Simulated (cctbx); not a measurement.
# Diagnosing a refinement

Cell a = 11.9610 Å, b = 12.6440 Å, c = 8.4190 Å, α = 90.00°, β = 134.63°, γ = 90.00°; space group C2/m (no. 12).

The data are simulated with cctbx, not measured: Mo Kα, λ = 0.71073 Å, to d = 0.65 Å, 50 % of the full sphere, strongest reflection 70000 counts, noise from counting, a 6 % proportional error and a noise floor of 2 counts (s.d.); no absorption.

An anisotropic refinement with weights 1/σ² prints:

```text
Rint 0.036, 1658 unique reflections to 0.65 A
cycle     R1     wR2    GooF  max shift (A)
   1  0.0312  0.1103   1.985   0.00153
   2  0.0257  0.0803   1.444   0.00001
final R1 0.0256 wR2 0.0803 GooF 1.444  parameters 73  data/parameter 22.7
atom        x        y        z      Ueq    occ   su(xyz)  su(Uiso or U11)
Pr1    0.50000  0.75159  0.00000   0.0135  1.000  0.00002  0.0001
Sn1    0.70971  0.00000  0.13862   0.0153  1.000  0.00007  0.0002
Sn2    0.67028  0.88022  0.82733   0.0152  1.000  0.00005  0.0001
Sn3    0.83471  0.87990  0.51081   0.0153  1.000  0.00005  0.0001
Fe1    0.07111  0.00000  0.87479   0.0165  1.000  0.00015  0.0004
Fe2    0.56747  0.00000  0.25842   0.0168  1.000  0.00015  0.0004
Fe3    0.80683  0.00000  0.73868   0.0172  1.000  0.00015  0.0004
Fe4    0.50000  0.00000  0.50000   0.0172  1.000  0.00000  0.0005
Fe5    0.00000  0.00000  0.50000   0.0185  1.000  0.00000  0.0005
Fe6    0.12423  0.82826  0.75100   0.0198  1.000  0.00012  0.0003
Cr1    0.38569  0.82124  0.52074   0.0156  1.000  0.00011  0.0003
difference map: max 2.94 min -1.51 rms 0.37
Q1    0.1213  0.3364  0.5109    8    2.97  0.29 A from Cr1
Q2    0.0068  0.3448  0.1870    8    1.53  1.83 A from Cr1
Q3    0.1478  0.0000  0.1223    4    1.26  0.88 A from Fe3
Q4    0.0997  0.2123  0.8135    8    1.23  0.92 A from Fe6
Q5    0.0707  0.0000  0.8553    4    1.22  0.16 A from Fe1
Q6    0.1238  0.1093  0.1901    8    1.20  1.50 A from Fe3
```

Q: Accept it or mend it, and why?

Mend it. The fault: wrong element: Cr1 is Fe. Against the right model at the same level, R1 goes from 0.0203 to 0.0256 and GooF from 0.96 to 1.44. Cr1 has 2 electrons too few and its U shrinks to make up, as expected (near an absorption edge f′ can widen the mismatch well beyond the difference in Z).

The compound is PrFe8Sn5. The right model at the same level gives:

```text
Rint 0.036, 1658 unique reflections to 0.65 A
cycle     R1     wR2    GooF  max shift (A)
   1  0.0204  0.0541   0.974   0.00023
   2  0.0203  0.0534   0.961   0.00000
final R1 0.0203 wR2 0.0534 GooF 0.961  parameters 73  data/parameter 22.7
atom        x        y        z      Ueq    occ   su(xyz)  su(Uiso or U11)
Pr1    0.50000  0.75159  0.00000   0.0135  1.000  0.00001  0.0001
Sn1    0.70968  0.00000  0.13863   0.0152  1.000  0.00004  0.0001
Sn2    0.67027  0.88022  0.82737   0.0152  1.000  0.00003  0.0001
Sn3    0.83470  0.87989  0.51078   0.0154  1.000  0.00003  0.0001
Fe1    0.07114  0.00000  0.87464   0.0165  1.000  0.00010  0.0002
Fe2    0.56732  0.00000  0.25826   0.0168  1.000  0.00010  0.0002
Fe3    0.80676  0.00000  0.73845   0.0173  1.000  0.00010  0.0002
Fe4    0.50000  0.00000  0.50000   0.0172  1.000  0.00000  0.0003
Fe5    0.00000  0.00000  0.50000   0.0189  1.000  0.00000  0.0004
Fe6    0.12433  0.82822  0.75110   0.0195  1.000  0.00008  0.0002
Fe7    0.38565  0.82136  0.52071   0.0194  1.000  0.00008  0.0002
difference map: max 1.25 min -1.26 rms 0.31
Q1    0.2554  0.0000  0.5740    4    1.29  1.51 A from Fe2
Q2    0.0011  0.3457  0.1768    8    1.25  1.89 A from Fe7
Q3    0.1311  0.4047  0.0903    8    1.17  1.40 A from Sn1
Q4    0.2407  0.2339  0.3180    8    1.13  1.50 A from Fe7
Q5    0.0987  0.2134  0.8121    8    1.13  0.93 A from Fe6
Q6    0.1782  0.0000  0.9208    4    1.11  1.05 A from Fe1
```

This is a model crystal, built by substitution and not relaxed, with assumed displacement parameters.

[Middle refinement cycles are left out of these outputs.]

[Logs are printed without paths, hosts, clocks, repeated set-up lines and the standing remarks that a program may print on its own settings, such as how far it seeks lower states.]
